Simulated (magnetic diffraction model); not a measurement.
# Pr₂Be₁₂TlCo₄ below its ordering temperature

Space group R3m (no. 160), a = 8.4630 Å, c = 12.2540 Å.

```
site  atom       x       y       z
  3a    Tl     1/3     2/3  0.7601
  3a    Pr     1/3     2/3  0.0133
  3a    Pr     1/3     2/3  0.3211
  3a    Co     1/3     2/3  0.5568
  9b    Co  0.6619  0.8309  0.1830
  9b    Be  0.6676  0.8338  0.8361
  9b    Be  0.9869  0.4934  0.1577
 18c    Be  0.3903  0.0460  0.3335
```

The compound is invented for this exercise: a known structure type with other elements, its cell scaled to their sizes and not relaxed.

Only Pr and Co are taken to order (form factors of Pr3+ and Co2+); orders and moment sizes are assumed, and not adapted to the symmetry. Radiation: neutrons of λ = 2.36 Å, 8° to 65°; isotropic B of 0.23 Å² (Tl), 0.34 Å² (Pr), 0.45 Å² (Co) and 0.7 Å² (Be). The intensities are simulated: I ∝ L Σ (|F_N|² + |F_M⊥|²) for unpolarised neutrons, with F_M = 2.695 fm/μB × Σ f(s) S exp(2πi Q·r) exp(−B s²) at Q = H ± k (one set where k and −k are equivalent), only the part normal to Q counting and L = 1/(sin²θ cos θ). For collinear order S is the moment m, which repeats by lattice and centring translations R with the sign exp(−2πi k·R). Form factors are spin-only for 3d ions and dipole or tabulated for f ions, scattering lengths are Sears's of 1992, and absorption is left out. A label names one of the reflections at its angle. The strongest nuclear line in the range is 100, and lines under 0.2 are left out.

Above the ordering temperature:

```tsv
2θ (°)	index	I
21.63	(1 0 1)	100.0
29.08	(0 1 2)	5.5
32.38	(1 1 0)	52.7
33.58	(0 0 3)	2.6
39.28	(0 2 1)	74.1
44.07	(2 0 2)	25.3
47.35	(1 1 3)	8.5
49.35	(1 0 4)	10.1
51.79	(2 1 1)	2.4
55.74	(1 2 2)	12.8
57.76	(3 0 0)	73.5
60.27	(0 2 4)	40.4
61.02	(0 1 5)	6.2
```

Below it (cell unchanged):

```tsv
2θ (°)	I
21.63	108.2
29.08	7.6
32.38	64.6
33.58	6.8
39.28	85.9
44.07	28.5
47.35	14.4
49.35	11.4
51.79	5.8
55.74	14.0
57.76	77.1
60.27	40.5
61.02	6.2
```

**Question.** Find the propagation vector, then choose among these models:
A. collinear moments along [101], 1.8 μB on Pr and 0.82 μB on Co; signs + at (1/3, 2/3, 0.0133), + at (1/3, 2/3, 0.3211), − at (1/3, 2/3, 0.5568), − at (0.6619, 0.8309, 0.1830), − at (0.1691, 0.3381, 0.1830), − at (0.1691, 0.8309, 0.1830)
B. collinear moments along [101], 1.8 μB on Pr and 0.82 μB on Co; signs + at (1/3, 2/3, 0.0133), + at (1/3, 2/3, 0.3211), + at (1/3, 2/3, 0.5568), + at (0.6619, 0.8309, 0.1830), + at (0.1691, 0.3381, 0.1830), + at (0.1691, 0.8309, 0.1830)
C. collinear moments along [001], 1.8 μB on Pr and 0.82 μB on Co; signs + at (1/3, 2/3, 0.0133), + at (1/3, 2/3, 0.3211), + at (1/3, 2/3, 0.5568), + at (0.6619, 0.8309, 0.1830), + at (0.1691, 0.3381, 0.1830), + at (0.1691, 0.8309, 0.1830)
D. collinear moments along [001], 1.8 μB on Pr and 0.82 μB on Co; signs + at (1/3, 2/3, 0.0133), + at (1/3, 2/3, 0.3211), − at (1/3, 2/3, 0.5568), − at (0.6619, 0.8309, 0.1830), − at (0.1691, 0.3381, 0.1830), − at (0.1691, 0.8309, 0.1830)

No line moves, and magnetic intensity falls on nuclear lines such as the one at 32.38°, so the magnetic cell equals the chemical primitive cell: k = 0.

Magnetic intensity, observed (below minus above) and for each model:

| 2θ (°) | index | observed | A | B | C | D |
| --- | --- | --- | --- | --- | --- | --- |
| 21.63 | (1 0 1) | 8.2 | 8.2 | 6.6 | 6.9 | 8.6 |
| 29.08 | (0 1 2) | 2.1 | 2.1 | 0.5 | 0.4 | 1.6 |
| 32.38 | (1 1 0) | 11.9 | 11.9 | 12.0 | 14.3 | 14.2 |
| 33.58 | (0 0 3) | 4.2 | 4.2 | 0.3 | <0.2 | <0.2 |
| 39.28 | (0 2 1) | 11.8 | 11.8 | 3.0 | 3.5 | 13.7 |
| 47.35 | (1 1 3) | 5.9 | 5.9 | 8.5 | 7.2 | 5.0 |
| 51.79 | (2 1 1) | 3.4 | 3.4 | 2.3 | 2.7 | 4.0 |
| 60.27 | (0 2 4) | 0.2 | 0.2 | 3.9 | 3.0 | 0.1 |

Model A matches.

The structure used: k = (0 0 0), collinear moments along [101], 1.8 μB on Pr and 0.82 μB on Co; signs + at (1/3, 2/3, 0.0133), + at (1/3, 2/3, 0.3211), − at (1/3, 2/3, 0.5568), − at (0.6619, 0.8309, 0.1830), − at (0.1691, 0.3381, 0.1830), − at (0.1691, 0.8309, 0.1830).

[Logs are printed without paths, hosts, clocks, repeated set-up lines and the standing remarks that a program may print on its own settings, such as how far it seeks lower states.]
